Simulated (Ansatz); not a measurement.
# What MgZrO3 (built on the sites of a database entry of BaZrO3) distorts into

Aim: this structure of MgZrO3 (built on the sites of a database entry of BaZrO3) is to be tested for unstable modes, and one is followed downhill.

Main program and level: Ansatz 0.2.0; DFT PBEsol, scalar-relativistic, plane waves, norm-conserving pseudopotentials.

The structure was built from a prototype and need not be the compound's stable phase.

### Step 1. The starting structure

Symmetry: Pm-3m, No. 221, cubic system. Conventional cell: a = 4.071 Å, b = 4.071 Å, c = 4.071 Å, α = 90.00°, β = 90.00°, γ = 90.00°. Nearest to Mg lie 12 O at 2.88 Å. Zr has 6 O at 2.04 Å nearest. Nearest to O lie 2 Zr at 2.04 Å. Farther neighbours and most contacts between anions are not listed.

Coordinates:

```cif
data_structure
_symmetry_space_group_name_H-M 'P 1'
_symmetry_Int_Tables_number 1
_cell_length_a 4.0712
_cell_length_b 4.0712
_cell_length_c 4.0712
_cell_angle_alpha 90.000
_cell_angle_beta 90.000
_cell_angle_gamma 90.000
_cell_volume 67.48
loop_
_atom_site_label
_atom_site_type_symbol
_atom_site_fract_x
_atom_site_fract_y
_atom_site_fract_z
_atom_site_occupancy
Mg1 Mg 0.00000 0.00000 0.00000 1
Zr2 Zr 0.50000 0.50000 0.50000 1
O3 O 0.00000 0.50000 0.50000 1
O4 O 0.50000 0.00000 0.50000 1
O5 O 0.50000 0.50000 0.00000 1
```

### Step 2. Zone-centre response

The cell comes from relaxations at this level that are not shown. The zone centre is the only wavevector solved here; it holds the modes that light can see, as far as symmetry allows. The response to a homogeneous field gives the Born charges and the dielectric tensor, and its change with displacement the Raman tensors.

File input.yaml:

```yaml
crystal:
  lattice:
    - [4.071198049, 0.0, 0.0]
    - [0.0, 4.071198049, 0.0]
    - [0.0, 0.0, 4.071198049]
  atoms:
    - { symbol: Mg, position: [0.0, 0.0, 0.0] }
    - { symbol: Zr, position: [0.5, 0.5, 0.5] }
    - { symbol: O, position: [0.0, 0.5, 0.5] }
    - { symbol: O, position: [0.5, 0.0, 0.5] }
    - { symbol: O, position: [0.5, 0.5, 0.0] }
kpoints:
  mp_grid: { grid: [8, 8, 8] }
hamiltonian:
  xc: pbesol
  pseudopotentials: { kind: nc }
scf:
  occupations: { method: fixed }
output:
  eigenvalues: true
phonons:
  method: dfpt
  dielectric: true
  rigid_motions: translations
  raman: true
```

Run with:

```sh
$ ansatz run input.yaml --threads 4 --pin off --max-ram 7168MiB --backend cpu --events-out ev --progress --plain --runs-dir out
```

Numbers of over 12 decimals in the logs are rounded to 6 here.

Log:

```text
Engine: ansatz 0.2.0, aarch64-unknown-linux-gnu
Pseudopotentials: kind: nc
Pseudopotential: Mg, nc, valence charge 10, recommended cutoff 1142.878222 eV (normal), Mg.nc.azcp (PseudoDojo's, or run here from an input of PseudoDojo's: the run reads no file of this project's for it)
Pseudopotential: Zr, nc, valence charge 12, recommended cutoff 897.975746 eV (normal), Zr.nc.azcp (PseudoDojo's, or run here from an input of PseudoDojo's: the run reads no file of this project's for it)
Pseudopotential: O, nc, valence charge 6, recommended cutoff 1142.878222 eV (normal), O.nc.azcp (PseudoDojo's, or run here from an input of PseudoDojo's: the run reads no file of this project's for it)
Functional definition: PBEsol
  exchange = pbesol_x
  correlation = pbesol_c
Crystal: 5 atoms, lattice volume = 67.479 Å³
Basis set: ecut = 1142.878222 eV, 5887 PW (Γ), exchange–correlation on 90×90×90 points (8 copies of the dense FFT grid, shifted against one another)
Bands: 25, of which v1, the nominal top of the filled ones, is band 20 counted from 1 (19 counted from 0)
Symmetry: 48 space group operations
k-points: 170 of 512 (irreducible under 2 space group operations, time reversal used)
Non-local potential: Mg, projectors of the file, l = 0: 2, l = 1: 2
Non-local potential: Zr, projectors of the file, l = 0: 2, l = 1: 2, l = 2: 2
Non-local potential: O, projectors of the file, l = 0: 2, l = 1: 2, l = 2: 1
Initial density: superposition of atomic densities (chi_scale 0.1, normalization cell, long waves kept (reshape's long-wave potential 0.00 eV rms))
Initial wavefunctions: pseudopotential atomic-orbital guess
Functional: x = pbesol(κ = 0.804, μ = 0.123457), c = pbesol(β = 0.046)
SCF iter   1: F=—  HF=-4343.686872 eV  |F-HF|=—  |Δ(HF+E_count)|=         —  Δρ=6.73e-2  dr2=3.36e0  ethr=3.10e-3  ⟨swp⟩=5.3  Hψ=17448  notcnv=0  defer=414
preconditioner: auto → Resta (q_TF=auto, 2.501 Å⁻¹)  ε∞=5.0  [insulator: Δε(μ)=1.763 eV  Ē_g=11.064 eV  n_scr=18 (ndim 8)  ℏωp=22.1 eV  f_vac=0.000  ε∞_Penn≈5.0]
SCF iter   2: F=—  HF=-4342.773147 eV  |F-HF|=—  |Δ(HF+E_count)|=   9.14e-1  Δρ=3.62e-2  dr2=1.07e0  ethr=3.10e-3  ⟨swp⟩=2.8  Hψ=9292  notcnv=0  defer=429
SCF iter   3: F=—  HF=-4342.443351 eV  |F-HF|=—  |Δ(HF+E_count)|=   3.30e-1  Δρ=8.68e-3  dr2=7.03e-2  ethr=2.67e-3  ⟨swp⟩=3.7  Hψ=9015  notcnv=0  defer=443
SCF iter   4: F=—  HF=-4342.431710 eV  |F-HF|=—  |Δ(HF+E_count)|=   1.16e-2  Δρ=4.31e-3  dr2=9.39e-3  ethr=1.76e-4  ⟨swp⟩=2.2  Hψ=6964  notcnv=0  defer=490
SCF iter   5: F=—  HF=-4342.430131 eV  |F-HF|=—  |Δ(HF+E_count)|=   1.58e-3  Δρ=8.07e-4  dr2=7.01e-4  ethr=2.35e-5  ⟨swp⟩=2.2  Hψ=6395  notcnv=0  defer=494
SCF iter   6: F=—  HF=-4342.429956 eV  |F-HF|=—  |Δ(HF+E_count)|=   1.75e-4  Δρ=2.67e-4  dr2=3.27e-5  ethr=1.75e-6  ⟨swp⟩=2.1  Hψ=6341  notcnv=0  defer=494
SCF iter   7: F=—  HF=-4342.429945 eV  |F-HF|=—  |Δ(HF+E_count)|=   1.11e-5  Δρ=3.20e-5  dr2=5.10e-7  ethr=8.17e-8  ⟨swp⟩=2.0  Hψ=6091  notcnv=0  defer=372
SCF iter   8: F=—  HF=-4342.429876 eV  |F-HF|=—  |Δ(HF+E_count)|=   6.95e-5  Δρ=4.75e-6  dr2=1.41e-8  ethr=1.27e-9  ⟨swp⟩=2.1  Hψ=6736  notcnv=0  defer=222
SCF iter   9: F=—  HF=-4342.429876 eV  |F-HF|=—  |Δ(HF+E_count)|=   8.95e-9  Δρ=8.05e-7  dr2=3.73e-10  ethr=3.54e-11  ⟨swp⟩=2.3  Hψ=6790  notcnv=0  defer=222
SCF iter  10: F=-4342.429876 eV  HF=-4342.429876 eV  |F-HF|=1.09e-11  |Δ(HF+E_count)|=  4.17e-10  Δρ=1.55e-7  dr2=9.03e-12  ethr=1.00e-12  ⟨swp⟩=14.6  Hψ=30038  notcnv=0
SCF 1 converged in 10 iterations: F = -4342.429876 eV  dr2 = 9.03e-12
DFPT response loops at Γ: preconditioner auto → Resta (q_TF=auto, 2.501 Å⁻¹)  ε∞=8.8 (no band partly filled); β = 1.00, the filter's whole step (`scf.mixing.beta` (0.50) is not read by the response loops at its default; to damp them type it under 1.00, their step now; it binds the ground state too); Broyden in place of MSR1
── the response to a field inside a basis, on 10×10×10 k-points: an SCF that follows is theirs, and a resumed run solves both again ──
Bands: 21, of which v1, the nominal top of the filled ones, is band 20 counted from 1 (19 counted from 0)
k-points: 35
Initial density: handed on by an earlier stage of this run
Initial wavefunctions: pseudopotential atomic-orbital guess (no wavefunctions were taken with the density)
Eigensolver: Dense (35 Hₖ)
SCF iter   1: F=—  HF=-4342.416981 eV  |F-HF|=—  |Δ(HF+E_count)|=         —  Δρ=1.37e-4  dr2=9.33e-7  ethr=1.00e-1
preconditioner: auto → Resta (q_TF=auto, 2.501 Å⁻¹)  ε∞=7.3  [insulator: Δε(μ)=0.934 eV  Ē_g=8.797 eV  n_scr=18 (ndim 8)  ℏωp=22.1 eV  f_vac=0.000  ε∞_Penn≈7.3]
SCF iter   2: F=—  HF=-4342.416983 eV  |F-HF|=—  |Δ(HF+E_count)|=   2.55e-6  Δρ=7.12e-5  dr2=2.72e-7  ethr=2.33e-9
SCF iter   3: F=—  HF=-4342.416984 eV  |F-HF|=—  |Δ(HF+E_count)|=   9.95e-7  Δρ=2.71e-6  dr2=4.44e-9  ethr=6.79e-10
SCF iter   4: F=—  HF=-4342.416984 eV  |F-HF|=—  |Δ(HF+E_count)|=  3.29e-10  Δρ=1.71e-6  dr2=1.52e-9  ethr=1.11e-11
SCF iter   5: F=—  HF=-4342.416984 eV  |F-HF|=—  |Δ(HF+E_count)|=  2.36e-10  Δρ=4.54e-7  dr2=1.70e-10  ethr=3.79e-12
SCF iter   6: F=-4342.416984 eV  HF=-4342.416984 eV  |F-HF|=0.00e0  |Δ(HF+E_count)|=  1.36e-11  Δρ=9.42e-8  dr2=6.33e-12  ethr=1.00e-12
SCF 1 converged in 6 iterations: F = -4342.416984 eV  dr2 = 6.33e-12
DFPT response loops at Γ: preconditioner auto → Resta (q_TF=auto, 2.501 Å⁻¹)  ε∞=8.0 (no band partly filled); β = 1.00, the filter's whole step (`scf.mixing.beta` (0.50) is not read by the response loops at its default; to damp them type it under 1.00, their step now; it binds the ground state too); Broyden in place of MSR1
DFPT response loops at Γ: mixed as the last ones told, above
WARN: field response: ε∞ stands inside a basis, on 10×10×10 points; the force constants stand on the 8×8×8 k-mesh, whose period is 13.34 times the interband length at k = (0.0000, 0.0000, 0.0000), direct gap 1.082 eV, under 14: take them and everything formed from them as unconverged, and compare with a denser kpoints.mp_grid
SCF converged after 10 iterations
Free energy (F): -4342.429876 eV
Harris-Foulkes:  -4342.429876 eV  (|F-HF|=1.09e-11)
Internal energy: -4342.429876 eV  (E = F + TS)
E sigma→0 (E₀):  -4342.429876 eV
Fermi energy:    7.318983 eV
--- Per-component energies (eV) ---
  E_band       = -495.642136
  E_kinetic    = 2210.046805
  E_local      = -3537.139331  (includes V_loc(G=0)·N_el)
  E_nonlocal   = -556.993171
  E_hartree    = 1135.846911
  E_xc         = -820.920147
  E_vxc        = -883.250300  (∫ρ·V_xc dr)
  E_ewald      = -2773.270942
  E_smearing   = -0.000000  (= −TS)
  E_closure    = -0.000000  (closes the sum)
  Σ components = -4342.429876   (vs F -4342.429876, Δ=0.00e0)
--- Band table (eV; the first three rows and the last of 170) ---
  k-point 0: bands = [... 16 lower, 6.2872, 7.0191, 7.0191, 7.0191, 8.1012, 11.1263, 11.1263, 11.1263, ... 1 higher]
  k-point 1: bands = [... 16 lower, 6.2189, 6.3701, 6.9893, 6.9893, 8.5462, 11.1510, 11.4786, 11.4786, ... 1 higher]
  k-point 2: bands = [... 16 lower, 5.8913, 6.0607, 6.9564, 6.9564, 9.4329, 11.2121, 12.2862, 12.2862, ... 1 higher]
  k-point 169: bands = [... 16 lower, 3.7939, 7.3190, 7.3190, 7.3190, 9.6040, 15.0400, 15.0400, 15.0400, ... 1 higher]
--- Phonons (Γ-DFPT): 4 representative perturbations + reference, on 170 of 512 k-points (Σ response iterations 13) ---
  k mesh reduced under 2 symmetry operations, with k and −k counted as one. Each operation leaves every solved perturbation unchanged. A smaller set is not considered because the run solves the response to a homogeneous field
  ASR residual: 1.217e-2 → 0.000e0 eV/Å²; symmetrization residual: 6.573e-6 eV/Å²
  ASR residual per site (eV/Å²): 1.22e-2 1.73e-4 5.82e-5 5.82e-5 5.82e-5
  Γ frequencies (cm⁻¹): -258.17 -258.17 -258.17 -217.81 -217.81 -217.81 0.00 0.00 0.00 182.45 182.45 182.45 641.12 641.12 641.12
  ε∞ (high-frequency dielectric tensor):
        5.194648     0.000000    -0.000000
        0.000000     5.194648     0.000000
       -0.000000     0.000000     5.194648
  softest optical mode at Γ: -258.17 cm⁻¹; the repairs (sum rule, projections) moved no ω² at Γ by more than (11.74 cm⁻¹)²
  Born effective charges Z* (e; rows j = field, columns β = displacement):
    site 0:
         2.68769   -0.00000   -0.00000
        -0.00000    2.68769    0.00000
         0.00000    0.00000    2.68769
    site 1:
         5.83653   -0.00000    0.00000
         0.00000    5.83653    0.00000
        -0.00000    0.00000    5.83653
    site 2:
        -4.97399   -0.00000    0.00000
        -0.00000   -1.77511    0.00000
         0.00000    0.00000   -1.77511
    site 3:
        -1.77511    0.00000    0.00000
         0.00000   -4.97399    0.00000
         0.00000    0.00000   -1.77511
    site 4:
        -1.77511    0.00000    0.00000
        -0.00000   -1.77511    0.00000
         0.00000    0.00000   -4.97399
  Z* charge neutrality: 1.204e-3 e pre-enforcement
  solved inside a basis spanned on kpoints, on 10×10×10 k-points transformed towards the longest dipole: ε∞ is read to err by 2.0e-2, Z* by 5.2e-2 e (field_mesh: kpoints solves on kpoints); Z* is corrected for what the basis lacks
  Raman tensors (in the event stream and the table raman_tensors.tsv): an entry may err by 3.5e-3 Å², one of the second-order susceptibility by 1.0e-18 pm/V (basis, points and sum rule); their sum over the sites missed zero by 1.412e-20 Å² ahead of its enforcement
  optical modes at Γ without the LO–TO term, one row a degenerate level:
      ω (cm⁻¹)  modes    IR ((D/Å)²/amu)  static Raman (Å⁴/amu)  depolarisation
       -258.17      3            67.5607                 0.0000               —
       -217.81      3             0.0000                 0.0000               —
        182.45      3            14.5385                 0.0000               —
        641.12      3            98.6090                 0.0000               —
  optical modes at Γ + LO–TO along q̂ = [1.0000, 0.0000, 0.0000]:
      ω (cm⁻¹)  modes    IR ((D/Å)²/amu)  static Raman (Å⁴/amu)  depolarisation
       -258.17      2            45.0405                 0.0000               —
       -217.81      3             0.0000                 0.0000               —
        -74.12      1             2.8636                 0.0000               —
        182.45      2             9.6923                 0.0000               —
        279.77      1             7.1758                 0.0000               —
        641.12      2            65.7393                 0.0000               —
        819.39      1            50.1967                 0.0000               —
  optical modes at Γ + LO–TO along q̂ = [0.0000, 1.0000, 0.0000]:
      ω (cm⁻¹)  modes    IR ((D/Å)²/amu)  static Raman (Å⁴/amu)  depolarisation
       -258.17      2            45.0405                 0.0000               —
       -217.81      3             0.0000                 0.0000               —
        -74.12      1             2.8636                 0.0000               —
        182.45      2             9.6923                 0.0000               —
        279.77      1             7.1758                 0.0000               —
        641.12      2            65.7393                 0.0000               —
        819.39      1            50.1967                 0.0000               —
  optical modes at Γ + LO–TO along q̂ = [0.0000, 0.0000, 1.0000]:
      ω (cm⁻¹)  modes    IR ((D/Å)²/amu)  static Raman (Å⁴/amu)  depolarisation
       -258.17      2            45.0405                 0.0000               —
       -217.81      3             0.0000                 0.0000               —
        -74.12      1             2.8636                 0.0000               —
        182.45      2             9.6923                 0.0000               —
        279.77      1             7.1758                 0.0000               —
        641.12      2            65.7393                 0.0000               —
        819.39      1            50.1967                 0.0000               —
```

Run time: 4.9 min. Hardware: 4 threads of Arm Neoverse V2, shared host; peak memory 4 GiB.

This step gave:

```yaml
gap_on_the_k_mesh: 0.7822 eV
volume_per_atom: 13.50 Å³
sum_rule_residual_before_enforcement: 0.01217 eV/Å²
miss_of_the_charge_sum_rule: 0.001204 e
estimated_error_of_the_dielectric_tensor: 0.02043
estimated_error_of_the_born_charges: 0.05159 e
point_group: m-3m
highest_optical_mode_at_the_zone_centre_no_lo_to_term: 641.1 cm⁻¹
lowest_optical_zone_centre_mode: -258.2 cm⁻¹
mean_high_frequency_dielectric_constant: 5.195
largest_born_charge_third_of_the_trace: 5.837 e
top_of_the_zone_centre_spectrum_with_the_field: 819.4 cm⁻¹
```

Without the LO-TO term. Patterns of degenerate modes are one choice out of their space. Modes at Γ, with each element's share of the kinetic energy (negative means imaginary):

```tsv
mode	frequency (cm⁻¹)	symmetry	Mg %	Zr %	O %
1	-258.2	T1u	57	0	43
2	-258.2	T1u	57	0	43
3	-258.2	T1u	57	0	43
4	-217.8	T2u	0	0	100
5	-217.8	T2u	0	0	100
6	-217.8	T2u	0	0	100
7	0.0	acoustic	15	56	29
8	0.0	acoustic	15	56	29
9	0.0	acoustic	15	56	29
10	182.4	T1u	28	38	33
11	182.4	T1u	28	38	33
12	182.4	T1u	28	38	33
13	641.1	T1u	0	6	94
14	641.1	T1u	0	6	94
15	641.1	T1u	0	6	94
```

Displacements in mode 3 (-258.2 cm⁻¹), the largest set to 1:
```
Mg1  0.00  1.00  0.29
Zr2  0.00  0.03  0.01
O3   0.00 -0.75 -0.22
O4   0.00 -0.19 -0.22
O5   0.00 -0.75 -0.06
```

Displacements in mode 13 (641.1 cm⁻¹), the largest set to 1:
```
Mg1  0.00 -0.03 -0.01
Zr2  0.00 -0.11 -0.02
O3   0.00 -0.17 -0.04
O4   0.00  1.00 -0.04
O5   0.00 -0.17  0.21
```

Before it was imposed, the acoustic sum rule was missed by 0.012 eV/Å² and the charge sum rule by 0.0012 e. Small misses are needed for a sound result but don't prove that mesh and cutoff are converged. The lowest optical mode is imaginary, 258.2i cm⁻¹, so the energy falls along it.

The log warns of the k mesh: “the force constants stand on the 8×8×8 k-mesh, whose period is 13.34 times the interband length at k = (0.0000, 0.0000, 0.0000), direct gap 1.082 eV, under 14: take them and everything formed from them as unconverged”.

### Step 3. The mode frozen in, largest atomic shift 0 Å

The mode followed lies at Γ with frequency 258.2i cm⁻¹ and is 3-fold degenerate, the softest among the wavevectors solved. At small amplitude the distorted cell has space group no. 38 by a symmetry search on the positions. The undistorted cell that holds it gives the zero of energy on the same k mesh.

Changes to input.yaml since step 2:

```diff
@@ -17,9 +17,6 @@
 scf:
-  occupations: { method: fixed }
+  occupations: { method: gaussian, width: 0.02 }
 output:
+  forces: true
+  stress: true
   eigenvalues: true
-phonons:
-  method: dfpt
-  dielectric: true
-  rigid_motions: translations
-  raman: true
```

Log:

```text
[...]
Crystal: 5 atoms, lattice volume = 67.479 Å³
Basis set: ecut = 1142.878222 eV, 5887 PW (Γ), exchange–correlation on 90×90×90 points (8 copies of the dense FFT grid, shifted against one another)
Bands: 25, of which v1, the nominal top of the filled ones, is band 20 counted from 1 (19 counted from 0)
Symmetry: 48 space group operations
[...]
k-points: 35 of 512
[...]
P = ⅓ Tr σ = 0.0027 GPa (0.027 kbar)
--- Band table (eV; the first three rows and the last of 35) ---
  k-point 0: bands = [... 16 lower, 6.2872, 7.0191, 7.0191, 7.0191, 8.1012, 11.1263, 11.1263, 11.1263]
  k-point 1: bands = [... 16 lower, 6.2188, 6.3701, 6.9892, 6.9892, 8.5462, 11.1510, 11.4787, 11.4787]
  k-point 2: bands = [... 16 lower, 5.8913, 6.0607, 6.9563, 6.9563, 9.4329, 11.2121, 12.2862, 12.2862]
  k-point 34: bands = [... 16 lower, 3.7939, 7.3189, 7.3189, 7.3189, 9.6040, 15.0400, 15.0400, 15.0400]
[key lines of the parts left out:]
SCF converged after 8 iterations
Free energy (F): -4342.429876 eV
Fermi energy:    7.710345 eV
```

The job ended after 2.6 s (4 threads; peak memory 0.55 GiB).

This step gave:

* pressure: 0.002716 GPa
* energy from the undistorted cell: 0 meV/atom

At this level the gap is 0.78 eV on the k-mesh of the self-consistent run, which can miss the band edges.

### Step 4. The mode frozen in, largest atomic shift 0.6 Å

The atoms are moved along the unstable eigenvector, the largest shift by 0.6 Å, with the cell fixed.

input.yaml, the sections that differ from step 3:

```yaml
crystal:
  lattice:
    - [4.071198049, 0.0, 0.0]
    - [0.0, 4.071198049, 0.0]
    - [0.0, 0.0, 4.071198049]
  atoms:
    - { symbol: Mg, position: [0.0, 0.1042111102, 0.1042111102] }
    - { symbol: Zr, position: [0.5, 0.5030504487, 0.5030504487] }
    - { symbol: O, position: [0.0, 0.4221537047, 0.4221537047] }
    - { symbol: O, position: [0.5, -0.0200133325, 0.4221537047] }
    - { symbol: O, position: [0.5, 0.4221537047, -0.0200133325] }
# kpoints, hamiltonian, scf, output: as in step 3
```

Log:

```text
[...]
Crystal: 5 atoms, lattice volume = 67.479 Å³
Basis set: ecut = 1142.878222 eV, 5887 PW (Γ), exchange–correlation on 90×90×90 points (8 copies of the dense FFT grid, shifted against one another)
Bands: 25, of which v1, the nominal top of the filled ones, is band 20 counted from 1 (19 counted from 0)
Symmetry: 4 space group operations
[...]
--- Band table (eV; the first three rows and the last of 105) ---
  k-point 0: bands = [... 16 lower, 5.9581, 5.9890, 6.0445, 6.9975, 8.6840, 11.1516, 12.1546, 12.5862]
  k-point 1: bands = [... 16 lower, 5.8362, 6.0417, 6.1541, 6.7987, 9.0150, 11.2871, 12.2848, 12.5138]
  k-point 2: bands = [... 16 lower, 5.6420, 5.9941, 6.0895, 6.7221, 9.7665, 11.5172, 12.6852, 12.6912]
  k-point 104: bands = [... 16 lower, 3.6742, 6.5309, 7.0522, 7.2898, 10.0338, 13.7359, 13.9196, 14.1384]
[key lines of the parts left out:]
SCF converged after 9 iterations
Free energy (F): -4343.311867 eV
Fermi energy:    7.986875 eV
P = ⅓ Tr σ = 2.1804 GPa (21.804 kbar)
```

The job ended after 13 s (4 threads; peak memory 0.72 GiB; 52 s of CPU time).

This step gave:

```
pressure                         : 2.180 GPa
gap on the k-mesh                : 1.394 eV
energy from the undistorted cell : -176.4 meV/atom
```

The energy, extrapolated to zero smearing, is -176.40 meV/atom against the undistorted cell.

The run ends at a pressure of 2.18 GPa, with forces up to 2.0 eV/Å.

### Step 5. Energy along the mode, all amplitudes (two of the runs are shown above)

An imaginary frequency means negative curvature, so the energy should fall and then rise again as anharmonic terms take over.

Numbers from this step:

```yaml
depth_at_the_lowest_point_sampled: 176.4 meV/atom
largest_atomic_shift_at_that_point: 0.6 Å
```

Table of energy from the parent by largest atomic shift:

```tsv
largest atomic shift (Å)	energy from the parent (meV/atom)
0.000	0
0.040	-1.68
0.080	-6.67
0.140	-20.1
0.220	-48.1
0.320	-94.9
0.450	-159
0.600	-176
```

Displacement at unit largest shift by atom:

```tsv
atom	x (Å)	y (Å)	z (Å)	size
Mg1	0.000	0.707	0.707	1.000
Zr2	0.000	0.021	0.021	0.030
O3	0.000	-0.528	-0.528	0.747
O4	0.000	-0.136	-0.528	0.545
O5	0.000	-0.528	-0.136	0.545
```

The lowest of the steps tried is the last one, at 0.6 Å, 176 meV/atom below the parent; the bottom of the well need not coincide with a step.

(Part 1 of 2 ends here.)

[Logs are printed without paths, hosts, clocks, repeated set-up lines and the standing remarks that a program may print on its own settings, such as how far it seeks lower states.]

[Hosts, paths, dates, database ids (printed as entryN), source tags and the programs' standing remarks are cut or masked in the printed files.]
